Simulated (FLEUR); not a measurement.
## CrO2: magnetism against the ratio c/a

Wanted: the trend of the moments of CrO2 with the ratio c/a.

Calculated with FLEUR MaX-R8.1; PBE with U = 3.5 eV on Cr d; all-electron FLAPW, Dirac cores, scalar-relativistic bands.

## 1. The starting structure

The structure is tetragonal, space group P4_2/mnm (No. 136). The conventional cell has a = 4.421 Å, b = 4.421 Å, c = 2.917 Å, α = 90.00°, β = 90.00°, γ = 90.00°. Cr has 6 O at 1.88 to 1.92 Å nearest. O has 3 Cr at 1.88 to 1.92 Å nearest. Farther neighbours and most contacts between anions are not listed.

As a file:

```cif
data_structure
_symmetry_space_group_name_H-M 'P 1'
_symmetry_Int_Tables_number 1
_cell_length_a 4.4210
_cell_length_b 4.4210
_cell_length_c 2.9170
_cell_angle_alpha 90.000
_cell_angle_beta 90.000
_cell_angle_gamma 90.000
_cell_volume 57.01
loop_
_atom_site_label
_atom_site_type_symbol
_atom_site_fract_x
_atom_site_fract_y
_atom_site_fract_z
_atom_site_occupancy
Cr1 Cr 0.00000 0.00000 0.00000 1
Cr2 Cr 0.50000 0.50000 0.50000 1
O3 O 0.30100 0.30100 0.00000 1
O4 O 0.19900 0.80100 0.50000 1
O5 O 0.69900 0.69900 0.00000 1
O6 O 0.80100 0.19900 0.50000 1
```

## 2. Factor 1, start ferro ++

The scan starts at the cell as given. The U counters the self-interaction that shrinks the moments of a localised shell.

Lengths along (0, 0, 1) take the factor and those normal to it its inverse root, so the volume stays. Atoms keep their fractional places. Spheres, Kmax and the mesh are the same at all points, the spheres being those of the tightest cell. inpgen writes inp.xml from crystal.txt; cutoffs, mixing, functional, smearing and local orbitals are then set in the file. The k list default-1 (kpts.xml, not shown) is a Γ-centred 8×8×8 mesh; where the ranks do not divide the number of points, some are split in two of half the weight.

Contents of inp.xml:

```
<?xml version="1.0" encoding="UTF-8" standalone="no"?>
<fleurInput fleurInputVersion="0.39">
   <comment>
      CrO2
   </comment>
   <calculationSetup>
      <cutoffs Kmax="4.4" Gmax="13.2" GmaxXC="13.2" numbands="0"/>
      <scfLoop itmax="110" minDistance="0.0001" maxIterBroyd="15" imix="Anderson" alpha="0.05" precondParam="0.0" spinf="2.0" sdNocoIR="T"/>
      <coreElectrons ctail="T" frcor="F" kcrel="0" coretail_lmax="0"/>
      <xcFunctional name="pbe" relativisticCorrections="F"/>
      <magnetism jspins="2"/>
      <soc l_soc="F" theta="0.0" phi="0.0" spav="F"/>
      <expertModes spex="0" secvar="F"/>
      <geometryOptimization l_f="F" forcealpha="1.0" forcemix="BFGS" epsdisp="0.00001" epsforce="0.00001"/>
      <ldaU l_linMix="F" mixParam="0.05" spinf="1.0"/>
   </calculationSetup>
   <cell>
      <bzIntegration valenceElectrons="52.0" mode="hist" fermiSmearingEnergy="0.00183747">
         <kPointListSelection listName="default-1"/>
         <xi:include xmlns:xi="http://www.w3.org/2001/XInclude" href="kpts.xml"> </xi:include>
      </bzIntegration>
      <xi:include xmlns:xi="http://www.w3.org/2001/XInclude" href="sym.xml"> </xi:include>
      <bulkLattice scale="1.0">
         <bravaisMatrix>
            <row-1>    8.3544791968565999     0.0000000000000000     0.0000000000000000</row-1>
            <row-2>    0.0000000000000000     8.3544791968565999     0.0000000000000000</row-2>
            <row-3>    0.0000000000000000     0.0000000000000000     5.5123311054581992</row-3>
         </bravaisMatrix>
      </bulkLattice>
   </cell>
   <atomSpecies>
      <species name="Chromium (3.000" element="Cr" atomicNumber="24">
         <mtSphere radius="2.12" gridPoints="701" logIncrement="0.017"/>
         <atomicCutoffs lmax="8" lnonsphr="6"/>
         <electronConfig flipSpins="F">
            <coreConfig>(1s1/2) (2s1/2) (2p1/2) (2p3/2)</coreConfig>
            <valenceConfig>(3s1/2) (3p1/2) (3p3/2) (4s1/2) (3d3/2) (3d5/2)</valenceConfig>
            <stateOccupation state="(4s1/2)" spinUp="0.5" spinDown="0.5"/>
            <stateOccupation state="(3d3/2)" spinUp="1.0" spinDown="1.0"/>
            <stateOccupation state="(3d5/2)" spinUp="3.0" spinDown="0.0"/>
         </electronConfig>
         <energyParameters s="4" p="4" d="3" f="4"/>
         <ldaU l="2" U="3.5" J="0.0" l_amf="F"/>
         <lo type="SCLO" l="0" n="3" eDeriv="0"/>
         <lo type="SCLO" l="1" n="3" eDeriv="0"/>
      </species>
      <species name="Oxygen (O)" element="O" atomicNumber="8">
         <mtSphere radius="1.2" gridPoints="397" logIncrement="0.026"/>
         <atomicCutoffs lmax="6" lnonsphr="4"/>
         <electronConfig flipSpins="F">
            <coreConfig>(1s1/2)</coreConfig>
            <valenceConfig>(2s1/2) (2p1/2) (2p3/2)</valenceConfig>
            <stateOccupation state="(2p1/2)" spinUp="0.666667" spinDown="0.666667"/>
            <stateOccupation state="(2p3/2)" spinUp="1.333333" spinDown="1.333333"/>
         </electronConfig>
         <energyParameters s="2" p="2" d="3" f="4"/>
      </species>
   </atomSpecies>
   <atomGroups>
      <atomGroup species="Chromium (3.000">
         <relPos label="                   1">.0000000000 .0000000000 .0000000000</relPos>
         <relPos label="                   2">1.000/2.000 1.000/2.000 1.000/2.000</relPos>
         <force calculate="T" relaxXYZ="TTT"/>
      </atomGroup>
      <atomGroup species="Oxygen (O)">
         <relPos label="                   3">.3010000000 .3010000000 .0000000000</relPos>
         <relPos label="                   4">.1990000000 -.1990000000 1.000/2.000</relPos>
         <relPos label="                   5">-.3010000000 -.3010000000 .0000000000</relPos>
         <relPos label="                   6">-.1990000000 .1990000000 1.000/2.000</relPos>
         <force calculate="T" relaxXYZ="TTT"/>
      </atomGroup>
   </atomGroups>
   <output dos="F" band="F" slice="F">
      <bandDOS minEnergy="-.5*Htr" maxEnergy="0.5*Htr" sigma="0.015" storeEVData="T"/>
      <plotting iplot="0" polar="F">
         <plot TwoD="T" vec1="  1.0  0.0  0.0" vec2="  0.0  1.0  0.0" vec3="  0.0  0.0  1.0" zero="  0.0  0.0  0.0" file="plot"/>
      </plotting>
      <moessbauerParams electricFieldGradient="F" isomerShift="F" coreHyperfine="F" valenceHyperfine="F"/>
   </output>
</fleurInput>
```

Contents of crystal.txt:

```
CrO2
&input film=F cartesian=F /
4.42100000000  0.00000000000  0.00000000000
0.00000000000  4.42100000000  0.00000000000
0.00000000000  0.00000000000  2.91700000000
1.8897261246
1.0 1.0 1.0

6
24 0.00000000000  0.00000000000  0.00000000000 : 3.000
24 0.50000000000  0.50000000000  0.50000000000 : 3.000
8 0.30100000000  0.30100000000  0.00000000000
8 0.19900000000  0.80100000000  0.50000000000
8 0.69900000000  0.69900000000  0.00000000000
8 0.80100000000  0.19900000000  0.50000000000

&kpt div1=8 div2=8 div3=8 gamma=T /
```

Launch:

```bash
> OMP_NUM_THREADS=1 inpgen -f crystal.txt > inpgen.log  # inp.xml is then edited as shown
> OMP_NUM_THREADS=1 mpirun -n 4 fleur_MPI > fleur.log
```

Output:

```text
Welcome to FLEUR        (www.flapw.de)
      MaX-Release 8.1          (www.max-centre.eu)

 ========== k-point set info ==========
 Selected k-point list: default-1
 k-point list type: mesh
 0 x 0 x 0
 Number of k points: 76

 ------------Calculation Setup---------------------------
 Number of MPI-tasks      :            4
 Number of PE/node        :            4
 Number of OMP-threads    :            1
 k-points in parallel     :            4
 pe's per k-point         :            1
 No of k-point loops      :           19
 Eigenvalue solver        :       lapack
 Number of basis functions:          608
 Approximate size of matrices (H+S) per k-point:         0.006 GB
 --------------------------------------------------------
 no density matrix found ... skipping LDA+U
 Reset of history
 Iteration:     1   Distance:      49.89080606 me/bohr^3
 Iteration:     2   Distance:      44.99307079 me/bohr^3
 Iteration:     3   Distance:      38.33383312 me/bohr^3
 Iteration:     4   Distance:      16.15061372 me/bohr^3
 Iteration:     5   Distance:      23.95066567 me/bohr^3
 Iteration:     6   Distance:      14.37461249 me/bohr^3
 Iteration:     7   Distance:       7.13341079 me/bohr^3
 Iteration:     8   Distance:       7.92697015 me/bohr^3
 Iteration:     9   Distance:       1.29168815 me/bohr^3
 Iteration:    10   Distance:       0.88897189 me/bohr^3
 Iteration:    11   Distance:       0.36621422 me/bohr^3
 Iteration:    12   Distance:       0.45149616 me/bohr^3
 Iteration:    13   Distance:       0.06127387 me/bohr^3
 Iteration:    14   Distance:       0.06284908 me/bohr^3
 Iteration:    15   Distance:       0.03627907 me/bohr^3
 Iteration:    16   Distance:       0.00980120 me/bohr^3
 Iteration:    17   Distance:       0.00744356 me/bohr^3
 Iteration:    18   Distance:       0.00489427 me/bohr^3
 Iteration:    19   Distance:       0.00402721 me/bohr^3
 Iteration:    20   Distance:       0.00239722 me/bohr^3
 Iteration:    21   Distance:       0.00242266 me/bohr^3
 Iteration:    22   Distance:       0.00055039 me/bohr^3
 Iteration:    23   Distance:       0.00031867 me/bohr^3
 Iteration:    24   Distance:       0.00035810 me/bohr^3
 Iteration:    25   Distance:       0.00004500 me/bohr^3

 ********************************************************************
 Run finished successfully
 Stop message:
   all done
 ********************************************************************

--- out.xml (last complete iteration) ---
<iteration numberForCurrentRun="   25" overallNumber="   25">
         [... left out ...]
         <bandgap value="0.0458149586" units="eV"/>
         <sumValenceSingleParticleEnergies value="-24.9124954697" units="Htr"/>
         <FermiEnergy value="0.2673677351" units="Htr"/>
         <valenceDensity>
            <mtCharges spin="1">
               <mtCharge atomType="1" total="7.1552827" s="1.1131470" p="3.1400426" d="2.8462447" f="0.0433168"/>
               <mtCharge atomType="2" total="1.7812339" s="0.5793077" p="1.1994519" d="0.0021699" f="0.0002633"/>
            </mtCharges>
            <mtCharges spin="2">
               <mtCharge atomType="1" total="4.9440441" s="1.0971896" p="3.1220639" d="0.6676426" f="0.0430926"/>
               <mtCharge atomType="2" total="1.8966912" s="0.5838206" p="1.3118221" d="0.0008842" f="0.0001380"/>
            </mtCharges>
            <spinDependentCharge spin="1" total="28.0000000" interstitial="6.5644989" mtSpheres="21.4355011"/>
            <spinDependentCharge spin="2" total="24.0000000" interstitial="6.5251471" mtSpheres="17.4748529"/>
            <totalCharge value="52.0000000000"/>
         </valenceDensity>
         [... left out ...]
         <magneticMomentsInMTSpheres units="muBohr">
            <globalMagMoment atomType="1" vec="0.00000   0.00000   2.21124"/>
            <localMagMoment atomType="1" vec="0.00000   0.00000   2.21124"/>
            <globalMagMoment atomType="2" vec="0.00000   0.00000  -0.11546"/>
            <localMagMoment atomType="2" vec="0.00000   0.00000  -0.11546"/>
         </magneticMomentsInMTSpheres>
         [... left out ...]
         <totalEnergy value="    -2402.5397276258" units="Htr">
            <sumOfEigenvalues value="    -1375.4300097090">
               <coreElectrons value="-1350.5175142393"/>
               <valenceElectrons value="-24.9124954697"/>
            </sumOfEigenvalues>
            <densityCoulombPotentialIntegral value="-3630.6381328254"/>
            <densityEffectivePotentialIntegral value="-3801.0261666177"/>
            <chargeDenXCDenIntegral value="-131.6570672030"/>
            <FockExchangeEnergyValence value="0.0000000000"/>
            <FockExchangeEnergyCore value="0.0000000000"/>
         [... left out ...]
            <dftUCorrection value="-0.2637490557"/>
            <tkbTimesEntropy value="0.0001862264"/>
            <freeEnergy value="-2402.5399138522"/>
            <extrapolationTo0K value="-2402.5398207390"/>
         </totalEnergy>
         [... left out ...]
         <ldaUDensityMatrixConvergence>
            <distance spin="1" distance="0.000003"/>
            <distance spin="2" distance="0.000002"/>
         </ldaUDensityMatrixConvergence>
         <densityConvergence units="me/bohr^3">
            <chargeDensity spin="1" distance="0.0000260130"/>
            <chargeDensity spin="2" distance="0.0000254593"/>
            <overallChargeDensity distance="0.0000449995"/>
            <spinDensity distance="0.0000249950"/>
         </densityConvergence>
      </iteration>
```

It took 1.7 min on 4 MPI ranks of Arm Neoverse V2, shared host; peak memory 0.27 GiB; 6.9 min of CPU time.

Spin moment in the muffin-tin sphere by atom:

| atom | spin moment in the muffin-tin sphere (μB) |
| --- | --- |
| Cr1 | 2.21 |
| Cr2 | 2.21 |
| O3 | -0.12 |
| O4 | -0.12 |
| O5 | -0.12 |
| O6 | -0.12 |

Read from the output:

```
free energy                                                       : -65376.4416 eV
program's band gap on this mesh (in a metal only a level spacing) : 0.04581 eV
magnetization                                                     : 4 μB
final state                                                       : ferromagnetic, with opposed induced moments
```

After 25 cycles the largest moment stands at 2.21 μB.

## 3. Factor 1, start antiferro +-

inp.xml, as its differences from that of step 2:

```diff
@@ -46,2 +46,17 @@
       </species>
+      <species name="Chromium (-3.000" element="Cr" atomicNumber="24">
+         <mtSphere radius="2.12" gridPoints="701" logIncrement="0.017"/>
+         <atomicCutoffs lmax="8" lnonsphr="6"/>
+         <electronConfig flipSpins="F">
+            <coreConfig>(1s1/2) (2s1/2) (2p1/2) (2p3/2)</coreConfig>
+            <valenceConfig>(3s1/2) (3p1/2) (3p3/2) (4s1/2) (3d3/2) (3d5/2)</valenceConfig>
+            <stateOccupation state="(4s1/2)" spinUp="0.5" spinDown="0.5"/>
+            <stateOccupation state="(3d3/2)" spinUp="1.0" spinDown="1.0"/>
+            <stateOccupation state="(3d5/2)" spinUp="0.0" spinDown="3.0"/>
+         </electronConfig>
+         <energyParameters s="4" p="4" d="3" f="4"/>
+         <ldaU l="2" U="3.5" J="0.0" l_amf="F"/>
+         <lo type="SCLO" l="0" n="3" eDeriv="0"/>
+         <lo type="SCLO" l="1" n="3" eDeriv="0"/>
+      </species>
       <species name="Oxygen (O)" element="O" atomicNumber="8">
@@ -61,2 +76,5 @@
          <relPos label="                   1">.0000000000 .0000000000 .0000000000</relPos>
+         <force calculate="T" relaxXYZ="TTT"/>
+      </atomGroup>
+      <atomGroup species="Chromium (-3.000">
          <relPos label="                   2">1.000/2.000 1.000/2.000 1.000/2.000</relPos>
@@ -66,4 +84,7 @@
          <relPos label="                   3">.3010000000 .3010000000 .0000000000</relPos>
+         <relPos label="                   5">-.3010000000 -.3010000000 .0000000000</relPos>
+         <force calculate="T" relaxXYZ="TTT"/>
+      </atomGroup>
+      <atomGroup species="Oxygen (O)">
          <relPos label="                   4">.1990000000 -.1990000000 1.000/2.000</relPos>
-         <relPos label="                   5">-.3010000000 -.3010000000 .0000000000</relPos>
          <relPos label="                   6">-.1990000000 .1990000000 1.000/2.000</relPos>
```

crystal.txt, as its differences from that of step 2:

```diff
@@ -10,3 +10,3 @@
 24 0.00000000000  0.00000000000  0.00000000000 : 3.000
-24 0.50000000000  0.50000000000  0.50000000000 : 3.000
+24 0.50000000000  0.50000000000  0.50000000000 : -3.000
 8 0.30100000000  0.30100000000  0.00000000000
```

Output:

```text
[banner, memory and clock lines left out]
Welcome to FLEUR        (www.flapw.de)
      MaX-Release 8.1          (www.max-centre.eu)

 ========== k-point set info ==========
 Selected k-point list: default-1
 k-point list type: mesh
 0 x 0 x 0
 Number of k points: 108

 [... set-up left out ...]
 no density matrix found ... skipping LDA+U
 Reset of history
 Iteration:     1   Distance:      50.57888249 me/bohr^3
 Iteration:     2   Distance:      45.38097280 me/bohr^3
 Iteration:     3   Distance:      38.76948473 me/bohr^3
 Iteration:     4   Distance:      32.11006380 me/bohr^3
 Iteration:     5   Distance:      28.46461202 me/bohr^3
 Iteration:     6   Distance:      27.88923423 me/bohr^3
 Iteration:     7   Distance:      32.24772440 me/bohr^3
 Iteration:     8   Distance:      27.35785620 me/bohr^3
[... lines left out ...]
[... 23 iterations left out ...]
[... lines left out ...]
 Iteration:    38   Distance:       0.00375451 me/bohr^3
 Iteration:    39   Distance:       0.00272498 me/bohr^3
 Iteration:    40   Distance:       0.00103045 me/bohr^3
 Iteration:    41   Distance:       0.00044868 me/bohr^3
 Iteration:    42   Distance:       0.00013417 me/bohr^3
 Iteration:    43   Distance:       0.00006214 me/bohr^3

 ********************************************************************
 Run finished successfully
 Stop message:
   all done
 ********************************************************************

--- out.xml (last complete iteration) ---
<iteration numberForCurrentRun="   43" overallNumber="   43">
         [... left out ...]
         <bandgap value="0.0534726509" units="eV"/>
         <sumValenceSingleParticleEnergies value="-25.0307709069" units="Htr"/>
         <FermiEnergy value="0.2714955855" units="Htr"/>
         [... left out ...]
         <magneticMomentsInMTSpheres units="muBohr">
            <globalMagMoment atomType="1" vec="0.00000   0.00000   1.91684"/>
            <globalMagMoment atomType="2" vec="0.00000   0.00000  -1.91683"/>
            <globalMagMoment atomType="3" vec="0.00000   0.00000  -0.01725"/>
            <globalMagMoment atomType="4" vec="0.00000   0.00000   0.01724"/>
         </magneticMomentsInMTSpheres>
         [... left out ...]
         <totalEnergy value="    -2402.5276431431" units="Htr">
            <sumOfEigenvalues value="    -1375.7319617899">
               <coreElectrons value="-1350.7011908829"/>
               <valenceElectrons value="-25.0307709069"/>
            </sumOfEigenvalues>
         [... left out ...]
            <freeEnergy value="-2402.5277256847"/>
            <extrapolationTo0K value="-2402.5276844139"/>
         </totalEnergy>
         [... left out ...]
         <ldaUDensityMatrixConvergence>
            <distance spin="1" distance="0.000008"/>
            <distance spin="2" distance="0.000003"/>
         </ldaUDensityMatrixConvergence>
         <densityConvergence units="me/bohr^3">
            <chargeDensity spin="1" distance="0.0000539358"/>
            <chargeDensity spin="2" distance="0.0000226902"/>
            <overallChargeDensity distance="0.0000546482"/>
            <spinDensity distance="0.0000621401"/>
         </densityConvergence>
      </iteration>
```

Elapsed: 4.5 min, on 4 MPI ranks; peak memory 0.33 GiB.

Spin moment in the muffin-tin sphere by atom:

| atom | spin moment in the muffin-tin sphere (μB) |
| --- | --- |
| Cr1 | 1.92 |
| Cr2 | -1.92 |
| O3 | -0.02 |
| O4 | 0.02 |
| O5 | -0.02 |
| O6 | 0.02 |

This step gave:

```
free energy                                                       : -65376.1099 eV
program's band gap on this mesh (in a metal only a level spacing) : 0.05347 eV
magnetization                                                     : 0 μB
final state                                                       : antiferromagnetic
```

After 43 cycles the largest moment stands at 1.92 μB.

[end of part 1 of 2]

[Logs and program files are shortened in this print: banners, set-up blocks, solver, clock and traceback lines can be left out without a mark of their own.]

[Logs are printed without paths, hosts, clocks, repeated set-up lines and the standing remarks that a program may print on its own settings, such as how far it seeks lower states.]

[Hosts, paths, dates, database ids (printed as entryN), source tags and the programs' standing remarks are cut or masked in the printed files.]

[Where a cell is said to come from a database of computed structures, the database is the Materials Project.]
